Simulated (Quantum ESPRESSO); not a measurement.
# Grüneisen parameters and expansion of BP (F-43m), part 5 of 8

Wanted: mode Grüneisen parameters of BP and a free-energy fit over volumes.

Experimental results on record:
- volume expansion coefficient 9.6 1e-6/K near room temperature (given in “Thermal expansion coefficients of high thermal conducting BAs and BP materials (three times its linear coefficient)”, 2019, arxiv:1906.04101)

Quantum ESPRESSO 7.5; DFT LDA, scalar-relativistic, plane waves, GBRV ultrasoft pseudopotentials.

So far. Step 4 (Ground state at this cell): On a basis chosen for the relaxed cell the pressure is -0.14 GPa, small enough for phonons. Step 5 (Zone-centre response): The Born charges sum to zero within 0.0037 e; the rest is removed before use. Acoustic frequencies in this log differ from zero by the error of the sum rule, which ph.x does not impose.

**6. Forces on a displaced cell**

One atom (for the harmonic constants) or a pair of atoms (for the cubic ones) is moved by a few hundredths of an ångström; the forces on all atoms give a column of force constants. The threshold is tight because the forces are small.

System of this step: BP. The cell holds 54 atoms: 27 B and 27 P. Cell: a = 9.520 Å, b = 9.520 Å, c = 9.520 Å, α = 60.0°, β = 60.0°, γ = 60.0°. It derives from BP, repeated 3×3×3.

File disp-00001.in:

```
 &control
    calculation='scf',
    prefix='x',
    outdir='./tmp',
    pseudo_dir='./pseudo',
    tprnfor=.true.,
    disk_io='none',
 /
 &system
    ibrav=0,
    nat=54,
    ntyp=2,
    ecutwfc=30.0,
    ecutrho=180.0,
    occupations='fixed',
    nbnd=110,
 /
 &electrons
    conv_thr=1.0d-11,
    mixing_beta=0.7,
    electron_maxstep=100,
 /
ATOMIC_SPECIES
 B      10.8100  B.upf
 P      30.9738  P.upf
CELL_PARAMETERS angstrom
     0.000000000    6.731390208    6.731390208
     6.731390208    0.000000000    6.731390208
     6.731390208    6.731390208    0.000000000
ATOMIC_POSITIONS crystal
 B      0.002100923   0.000000000   0.000000000
 B      0.333333333   0.000000000   0.000000000
 B      0.666666667   0.000000000   0.000000000
 B      0.000000000   0.333333333   0.000000000
 B      0.333333333   0.333333333   0.000000000
 B      0.666666667   0.333333333   0.000000000
 B      0.000000000   0.666666667   0.000000000
 B      0.333333333   0.666666667   0.000000000
 B      0.666666667   0.666666667   0.000000000
 B      0.000000000   0.000000000   0.333333333
 B      0.333333333   0.000000000   0.333333333
 B      0.666666667   0.000000000   0.333333333
 B      0.000000000   0.333333333   0.333333333
 B      0.333333333   0.333333333   0.333333333
 B      0.666666667   0.333333333   0.333333333
 B      0.000000000   0.666666667   0.333333333
 B      0.333333333   0.666666667   0.333333333
 B      0.666666667   0.666666667   0.333333333
 B      0.000000000   0.000000000   0.666666667
 B      0.333333333   0.000000000   0.666666667
 B      0.666666667   0.000000000   0.666666667
 B      0.000000000   0.333333333   0.666666667
 B      0.333333333   0.333333333   0.666666667
 B      0.666666667   0.333333333   0.666666667
 B      0.000000000   0.666666667   0.666666667
 B      0.333333333   0.666666667   0.666666667
 B      0.666666667   0.666666667   0.666666667
 P      0.083333333   0.083333333   0.083333333
 P      0.416666667   0.083333333   0.083333333
 P      0.750000000   0.083333333   0.083333333
 P      0.083333333   0.416666667   0.083333333
 P      0.416666667   0.416666667   0.083333333
 P      0.750000000   0.416666667   0.083333333
 P      0.083333333   0.750000000   0.083333333
 P      0.416666667   0.750000000   0.083333333
 P      0.750000000   0.750000000   0.083333333
 P      0.083333333   0.083333333   0.416666667
 P      0.416666667   0.083333333   0.416666667
 P      0.750000000   0.083333333   0.416666667
 P      0.083333333   0.416666667   0.416666667
 P      0.416666667   0.416666667   0.416666667
 P      0.750000000   0.416666667   0.416666667
 P      0.083333333   0.750000000   0.416666667
 P      0.416666667   0.750000000   0.416666667
 P      0.750000000   0.750000000   0.416666667
 P      0.083333333   0.083333333   0.750000000
 P      0.416666667   0.083333333   0.750000000
 P      0.750000000   0.083333333   0.750000000
 P      0.083333333   0.416666667   0.750000000
 P      0.416666667   0.416666667   0.750000000
 P      0.750000000   0.416666667   0.750000000
 P      0.083333333   0.750000000   0.750000000
 P      0.416666667   0.750000000   0.750000000
 P      0.750000000   0.750000000   0.750000000
K_POINTS automatic
 3 3 3 0 0 0
```

Launch:

```
OMP_NUM_THREADS=1 mpirun -n 2 pw.x -nk 2 -in disp-00001.in > disp-00001.out
```

Log:

```text
[banner, memory and clock lines left out]
Program PWSCF v.7.5

     Message from routine setup:
     using ibrav=0 with symmetry is DISCOURAGED, use correct ibrav instead

     G-vector sticks info

     bravais-lattice index     =            0
     lattice parameter (alat)  =      17.9895  a.u.
     unit-cell volume          =    4116.6211 (a.u.)^3
     number of atoms/cell      =           54
     number of atomic types    =            2
     number of electrons       =       216.00
     number of Kohn-Sham states=          110
     kinetic-energy cutoff     =      30.0000  Ry
     charge density cutoff     =     180.0000  Ry
     scf convergence threshold =      1.0E-11
     mixing beta               =       0.7000
     number of iterations used =            8  plain     mixing
     Exchange-correlation=  SLA  PZ   NOGX NOGC
                           (   1   1   0   0   0   0   0)

     celldm(1)=  17.989481  celldm(2)=   0.000000  celldm(3)=   0.000000
     celldm(4)=   0.000000  celldm(5)=   0.000000  celldm(6)=   0.000000

     crystal axes: (cart. coord. in units of alat)
               a(1) = (   0.000000   0.707107   0.707107 )
               a(2) = (   0.707107   0.000000   0.707107 )
               a(3) = (   0.707107   0.707107   0.000000 )

     reciprocal axes: (cart. coord. in units 2 pi/alat)
               b(1) = ( -0.707107  0.707107  0.707107 )
               b(2) = (  0.707107 -0.707107  0.707107 )
               b(3) = (  0.707107  0.707107 -0.707107 )

     PseudoPot. # 1 for B  read from file:
     ./pseudo/B.upf
     Pseudo is Ultrasoft + core correction, Zval =  3.0
     Using radial grid of  781 points,  4 beta functions with:
                l(1) =   0
                l(2) =   0
                l(3) =   1
                l(4) =   1
     Q(r) pseudized with  8 coefficients,  rinner =    1.100   1.100   1.100

     PseudoPot. # 2 for P  read from file:
     ./pseudo/P.upf
     Pseudo is Ultrasoft + core correction, Zval =  5.0
     Using radial grid of  903 points,  6 beta functions with:
                l(1) =   0
                l(2) =   0
                l(3) =   1
                l(4) =   1
                l(5) =   2
                l(6) =   2
     Q(r) pseudized with  8 coefficients,  rinner =    1.300   1.300   1.300
                                                       1.300   1.300

     atomic species   valence    mass     pseudopotential
     B                 3.00    10.81000     B ( 1.00)
     P                 5.00    30.97380     P ( 1.00)

      2 Sym. Ops. (no inversion) found

   Cartesian axes

     site n.     atom                  positions (alat units)
         1        B      tau(   1) = (   0.0000000   0.0014856   0.0014856  )
         2        B      tau(   2) = (   0.0000000   0.2357023   0.2357023  )
         3        B      tau(   3) = (   0.0000000   0.4714045   0.4714045  )
         4        B      tau(   4) = (   0.2357023   0.0000000   0.2357023  )
         5        B      tau(   5) = (   0.2357023   0.2357023   0.4714045  )
         6        B      tau(   6) = (   0.2357023   0.4714045   0.7071068  )
         7        B      tau(   7) = (   0.4714045   0.0000000   0.4714045  )
         8        B      tau(   8) = (   0.4714045   0.2357023   0.7071068  )
         9        B      tau(   9) = (   0.4714045   0.4714045   0.9428090  )
        10        B      tau(  10) = (   0.2357023   0.2357023   0.0000000  )
        11        B      tau(  11) = (   0.2357023   0.4714045   0.2357023  )
        12        B      tau(  12) = (   0.2357023   0.7071068   0.4714045  )
        13        B      tau(  13) = (   0.4714045   0.2357023   0.2357023  )
        14        B      tau(  14) = (   0.4714045   0.4714045   0.4714045  )
        15        B      tau(  15) = (   0.4714045   0.7071068   0.7071068  )
        16        B      tau(  16) = (   0.7071068   0.2357023   0.4714045  )
[...]
20        B      tau(  20) = (   0.4714045   0.7071068   0.2357023  )
        21        B      tau(  21) = (   0.4714045   0.9428090   0.4714045  )
        22        B      tau(  22) = (   0.7071068   0.4714045   0.2357023  )
        23        B      tau(  23) = (   0.7071068   0.7071068   0.4714045  )
        24        B      tau(  24) = (   0.7071068   0.9428090   0.7071068  )
        25        B      tau(  25) = (   0.9428090   0.4714045   0.4714045  )
        26        B      tau(  26) = (   0.9428090   0.7071068   0.7071068  )
        27        B      tau(  27) = (   0.9428090   0.9428090   0.9428090  )
        28        P      tau(  28) = (   0.1178511   0.1178511   0.1178511  )
        29        P      tau(  29) = (   0.1178511   0.3535534   0.3535534  )
        30        P      tau(  30) = (   0.1178511   0.5892557   0.5892557  )
        31        P      tau(  31) = (   0.3535534   0.1178511   0.3535534  )
        32        P      tau(  32) = (   0.3535534   0.3535534   0.5892557  )
        33        P      tau(  33) = (   0.3535534   0.5892557   0.8249579  )
        34        P      tau(  34) = (   0.5892557   0.1178511   0.5892557  )
        35        P      tau(  35) = (   0.5892557   0.3535534   0.8249579  )
        36        P      tau(  36) = (   0.5892557   0.5892557   1.0606602  )
        37        P      tau(  37) = (   0.3535534   0.3535534   0.1178511  )
        38        P      tau(  38) = (   0.3535534   0.5892557   0.3535534  )
        39        P      tau(  39) = (   0.3535534   0.8249579   0.5892557  )
        40        P      tau(  40) = (   0.5892557   0.3535534   0.3535534  )
        41        P      tau(  41) = (   0.5892557   0.5892557   0.5892557  )
        42        P      tau(  42) = (   0.5892557   0.8249579   0.8249579  )
        43        P      tau(  43) = (   0.8249579   0.3535534   0.5892557  )
[...]
47        P      tau(  47) = (   0.5892557   0.8249579   0.3535534  )
        48        P      tau(  48) = (   0.5892557   1.0606602   0.5892557  )
        49        P      tau(  49) = (   0.8249579   0.5892557   0.3535534  )
        50        P      tau(  50) = (   0.8249579   0.8249579   0.5892557  )
        51        P      tau(  51) = (   0.8249579   1.0606602   0.8249579  )
        52        P      tau(  52) = (   1.0606602   0.5892557   0.5892557  )
        53        P      tau(  53) = (   1.0606602   0.8249579   0.8249579  )
        54        P      tau(  54) = (   1.0606602   1.0606602   1.0606602  )

     number of k points=    10
                       cart. coord. in units 2pi/alat
        k(    1) = (   0.0000000   0.0000000   0.0000000), wk =   0.0740741
[...]
iteration # 10     ecut=    30.00 Ry     beta= 0.70
     Davidson diagonalization with overlap
     ethr =  9.58E-09,  avg # of iterations =  3.0

     total energy              =    -594.24089533 Ry
     estimated scf accuracy    <       0.00000124 Ry

     iteration # 11     ecut=    30.00 Ry     beta= 0.70
     Davidson diagonalization with overlap
     ethr =  5.72E-10,  avg # of iterations =  5.0

     total energy              =    -594.24089599 Ry
     estimated scf accuracy    <       0.00000005 Ry

     iteration # 12     ecut=    30.00 Ry     beta= 0.70
     Davidson diagonalization with overlap
     ethr =  2.18E-11,  avg # of iterations =  5.3

     total energy              =    -594.24089597 Ry
     estimated scf accuracy    <       0.00000014 Ry

     iteration # 13     ecut=    30.00 Ry     beta= 0.70
     Davidson diagonalization with overlap
     ethr =  2.18E-11,  avg # of iterations =  3.0

     total energy              =    -594.24089598 Ry
     estimated scf accuracy    <          9.3E-09 Ry

     iteration # 14     ecut=    30.00 Ry     beta= 0.70
     Davidson diagonalization with overlap
     ethr =  4.32E-12,  avg # of iterations =  5.0

     total energy              =    -594.24089599 Ry
     estimated scf accuracy    <          1.9E-10 Ry

     iteration # 15     ecut=    30.00 Ry     beta= 0.70
     Davidson diagonalization with overlap
     ethr =  1.00E-13,  avg # of iterations =  9.6

     total energy              =    -594.24089599 Ry
     estimated scf accuracy    <          4.2E-10 Ry

     iteration # 16     ecut=    30.00 Ry     beta= 0.70
     Davidson diagonalization with overlap
     ethr =  1.00E-13,  avg # of iterations =  2.0

     total energy              =    -594.24089599 Ry
     estimated scf accuracy    <          1.4E-10 Ry

     iteration # 17     ecut=    30.00 Ry     beta= 0.70
     Davidson diagonalization with overlap
     ethr =  1.00E-13,  avg # of iterations =  1.0

     total energy              =    -594.24089599 Ry
     estimated scf accuracy    <          4.4E-11 Ry

     iteration # 18     ecut=    30.00 Ry     beta= 0.70
     Davidson diagonalization with overlap
     ethr =  1.00E-13,  avg # of iterations =  1.0

     End of self-consistent calculation

          k = 0.0000 0.0000 0.0000 ( 11527 PWs)   bands (ev):

    -6.2268  -4.2606  -4.2546  -4.2539  -4.2539  -4.2539  -4.2539  -4.2532
    -4.2475  -3.5708  -3.5658  -3.5657  -3.5657  -3.5656  -3.5607  -1.6572
    -1.6463  -1.6460  -1.6454  -1.6454  -1.6450  -1.6450  -1.6447  -1.6446
    -1.6441  -1.6437  -1.6331   1.5661   1.5736   1.5738   1.5740   1.5748
     1.5755   1.5755   1.5761   1.5770   1.5772   1.5774   1.5847   2.6097
     2.6128   2.6158   2.6159   2.6159   2.6159   2.6188   2.6217   2.9081
     2.9091   2.9130   2.9138   2.9143   2.9146   2.9146   2.9150   2.9155
     2.9164   2.9204   2.9211   3.8802   3.8845   3.8857   3.8858   3.8870
     3.8914   5.8756   5.8836   5.8844   5.8848   5.8850   5.8851   5.8851
     5.8851   5.8854   5.8858   5.8865   5.8941   6.3282   6.3329   6.3368
     6.3369   6.3370   6.3375   6.3375   6.3380   6.3381   6.3382   6.3422
     6.3471   7.9573   7.9745   7.9768   7.9773   7.9778   7.9779   7.9783
     7.9783   7.9783   7.9784   7.9787   7.9788   7.9794   7.9798   7.9823
     7.9998   9.4700   9.4757   9.4816  10.7688  10.7737

          k = 0.2357 0.2357-0.2357 ( 11459 PWs)   bands (ev):

    -5.9986  -5.3244  -4.4534  -4.4509  -4.4485  -4.2204  -4.2179  -4.2154
    -3.6483  -3.6458  -3.6433  -3.0421  -2.6968  -2.6941  -2.6915  -2.5610
    -2.5582  -2.5555  -1.6341  -1.6292  -1.6288  -1.6288  -1.6284  -1.6239
[...]
8.4755   8.4832   9.1097   9.1182  11.1297  11.1349

          k = 0.4714 0.0000-0.0000 ( 11426 PWs)   bands (ev):

[...]
8.5456   8.5482   8.5508   8.5579  10.6305  11.2643

          k =-0.0000-0.4714 0.4714 ( 11384 PWs)   bands (ev):

[...]
7.9005   8.2493   8.2495   9.1388  10.9632  11.9836

          k =-0.2357 0.2357 0.2357 ( 11459 PWs)   bands (ev):

[...]
8.4757   8.4801   9.1094   9.1142  11.1309  11.1329

          k = 0.2357 0.2357 0.2357 ( 11459 PWs)   bands (ev):

[...]
8.4785   8.4830   9.1135   9.1185  11.1314  11.1341

          k = 0.0000 0.4714-0.0000 ( 11426 PWs)   bands (ev):

[...]
8.5477   8.5483   8.5517   8.5581  10.6306  11.2643

          k = 0.0000-0.4714-0.4714 ( 11384 PWs)   bands (ev):

[...]
7.9005   8.2451   8.2538   9.1387  10.9634  11.9839

          k =-0.4714 0.0000-0.4714 ( 11384 PWs)   bands (ev):

[...]
7.9032   8.2455   8.2506   9.1425  10.9647  11.9860

          k = 0.4714 0.0000-0.4714 ( 11384 PWs)   bands (ev):

[...]
1.9218   1.9276   2.3279   2.3310   2.9816   2.9849   2.9874   2.9877
     3.4329   3.4348   3.6050   4.1330   4.1361   4.1375   4.1393   4.3714
     4.3750   4.4163   4.5269   4.5296   4.6605   4.7662   4.7669   5.1169
     5.1203   5.2622   5.2650   5.2665   5.2696   5.3677   5.3696   5.3716
     5.3921   5.3930   5.3938   5.4019   5.4570   5.4582   5.4598   5.4619
     6.0512   6.0525   6.1724   6.1774   6.3293   6.3339   6.5398   6.5421
     6.6134   6.6153   6.6165   6.6234   6.8488   7.1520   7.1565   7.1577
     7.1600   7.3845   7.3898   7.4826   7.7456   7.7524   7.8584   7.8652
     7.8980   8.2482   8.2535   9.1350  10.9619  11.9847

     highest occupied, lowest unoccupied level (ev):     9.4816   10.6305

!    total energy              =    -594.24089599 Ry
     estimated scf accuracy    <          8.2E-12 Ry

     The total energy is the sum of the following terms:
     one-electron contribution =     189.28373118 Ry
     hartree contribution      =      33.17888446 Ry
     xc contribution           =    -243.79327453 Ry
     ewald contribution        =    -572.91023710 Ry

     convergence has been achieved in  18 iterations

     Forces acting on atoms (cartesian axes, Ry/au):

     atom    1 type  1   force =    -0.00044019   -0.01127060   -0.01127060
     atom    2 type  1   force =     0.00030028    0.00041327    0.00041327
     atom    3 type  1   force =    -0.00030036    0.00039920    0.00039920
     atom    4 type  1   force =     0.00006577   -0.00022446    0.00004014
     atom    5 type  1   force =     0.00000327    0.00002465    0.00001751
     atom    6 type  1   force =    -0.00006704    0.00003869   -0.00021948
     atom    7 type  1   force =     0.00036586   -0.00052567    0.00034098
     atom    8 type  1   force =    -0.00036775    0.00033856   -0.00051923
     atom    9 type  1   force =    -0.00000166    0.00001958    0.00002257
     atom   10 type  1   force =     0.00006577    0.00004014   -0.00022446
     atom   11 type  1   force =     0.00000327    0.00001751    0.00002465
     atom   12 type  1   force =    -0.00006704   -0.00021948    0.00003869
     atom   13 type  1   force =     0.00001817    0.00000298    0.00000298
     atom   14 type  1   force =    -0.00002489   -0.00000389   -0.00000389
     atom   15 type  1   force =    -0.00000538    0.00002722    0.00002722
     atom   16 type  1   force =     0.00000041   -0.00002835   -0.00002572
[...]
atom   47 type  2   force =     0.00001119   -0.00008361   -0.00007307
     atom   48 type  2   force =    -0.00001195   -0.00007519   -0.00008605
     atom   49 type  2   force =    -0.00005977   -0.00001293    0.00002101
     atom   50 type  2   force =     0.00000125   -0.00001648   -0.00001941
     atom   51 type  2   force =     0.00006230    0.00002066   -0.00001144
     atom   52 type  2   force =    -0.00009662   -0.00002509   -0.00002509
     atom   53 type  2   force =     0.00009341   -0.00002248   -0.00002248
     atom   54 type  2   force =     0.00000010   -0.00002240   -0.00002240

     Total force =     0.018687     Total SCF correction =     0.000001
     Message from routine punch:
     Nothing written, as per user request (disk_io='none')
```

Wall time 9.4 min (2 MPI ranks of Intel Xeon Platinum 8175M at 2.50GHz (Skylake/Cascade Lake), shared host).

Numbers from this step:

* gap on the k-mesh: 1.149 eV

Force (size) by element, in eV/Å:

| element | atoms | mean | spread (r.m.s.) | least | largest |
| --- | --- | --- | --- | --- | --- |
| B | 27 | 0.021 | 0.077 | 0.000 | 0.410 |
| P | 27 | 0.018 | 0.044 | 0.000 | 0.174 |

The atoms with the largest values:

| atom | x, y, z (Å) | force (eV/Å) |
| --- | --- | --- |
| B1 | 0.00, 0.01, 0.01 | -0.011, -0.290, -0.290 |
| P28 | 1.12, 1.12, 1.12 | 0.077, 0.110, 0.110 |
| P30 | 1.12, 5.61, 5.61 | -0.067, 0.102, 0.102 |
| P34 | 5.61, 1.12, 5.61 | 0.001, 0.035, 0.035 |
| P46 | 5.61, 5.61, 1.12 | 0.001, 0.035, 0.035 |
| B7 | 4.49, 0.00, 4.49 | 0.009, -0.014, 0.009 |
| B19 | 4.49, 4.49, 0.00 | 0.009, 0.009, -0.014 |
| B20 | 4.49, 6.73, 2.24 | -0.009, -0.013, 0.009 |

At this level the gap is 1.15 eV on the k-mesh of the self-consistent run, which can miss the band edges.

**7. A displaced supercell**

One atom (for the harmonic constants) or a pair of atoms (for the cubic ones) is moved by a few hundredths of an ångström; the forces on all atoms give a column of force constants. The threshold is tight because the forces are small.

disp-00002.in, as its differences from disp-00001.in of step 6:

```diff
@@ -30,3 +30,3 @@
 ATOMIC_POSITIONS crystal
- B      0.002100923   0.000000000   0.000000000
+ B      0.000000000   0.000000000   0.000000000
  B      0.333333333   0.000000000   0.000000000
@@ -57,3 +57,3 @@
  B      0.666666667   0.666666667   0.666666667
- P      0.083333333   0.083333333   0.083333333
+ P      0.085434257   0.083333333   0.083333333
  P      0.416666667   0.083333333   0.083333333
```

Launch:

```
OMP_NUM_THREADS=1 mpirun -n 2 pw.x -nk 2 -in disp-00002.in > disp-00002.out
```

Log:

```text
[banner, memory and clock lines left out]
Program PWSCF v.7.5

     Message from routine setup:
     using ibrav=0 with symmetry is DISCOURAGED, use correct ibrav instead

     G-vector sticks info

     bravais-lattice index     =            0
     lattice parameter (alat)  =      17.9895  a.u.
     unit-cell volume          =    4116.6211 (a.u.)^3
     number of atoms/cell      =           54
     number of atomic types    =            2
     number of electrons       =       216.00
[...]
atom    1 type  1   force =     0.00259617    0.00398471    0.00398471
     atom    2 type  1   force =    -0.00296717    0.00428554    0.00428554
     atom    3 type  1   force =    -0.00000212    0.00007142    0.00007142
[...]
atom   53 type  2   force =    -0.00000123    0.00002105    0.00002105
     atom   54 type  2   force =    -0.00008012    0.00000943    0.00000943

     Total force =     0.020695     Total SCF correction =     0.000006
     Message from routine punch:
     Nothing written, as per user request (disk_io='none')
[key lines of the parts left out:]
!    total energy              =    -594.24085523 Ry
convergence has been achieved in  21 iterations
```

The job ended after 9.8 min (2 MPI ranks; 20 min of CPU time).

[end of part 5 of 8]

[Logs are printed without paths, hosts, clocks, repeated set-up lines and the standing remarks that a program may print on its own settings, such as how far it seeks lower states.]

[Hosts, paths, dates, database ids (printed as entryN), source tags and the programs' standing remarks are cut or masked in the printed files.]

[A step with changed settings may run another functional than the one named; its input shows which.]

[Of the runs on displaced cells, only some may be shown.]
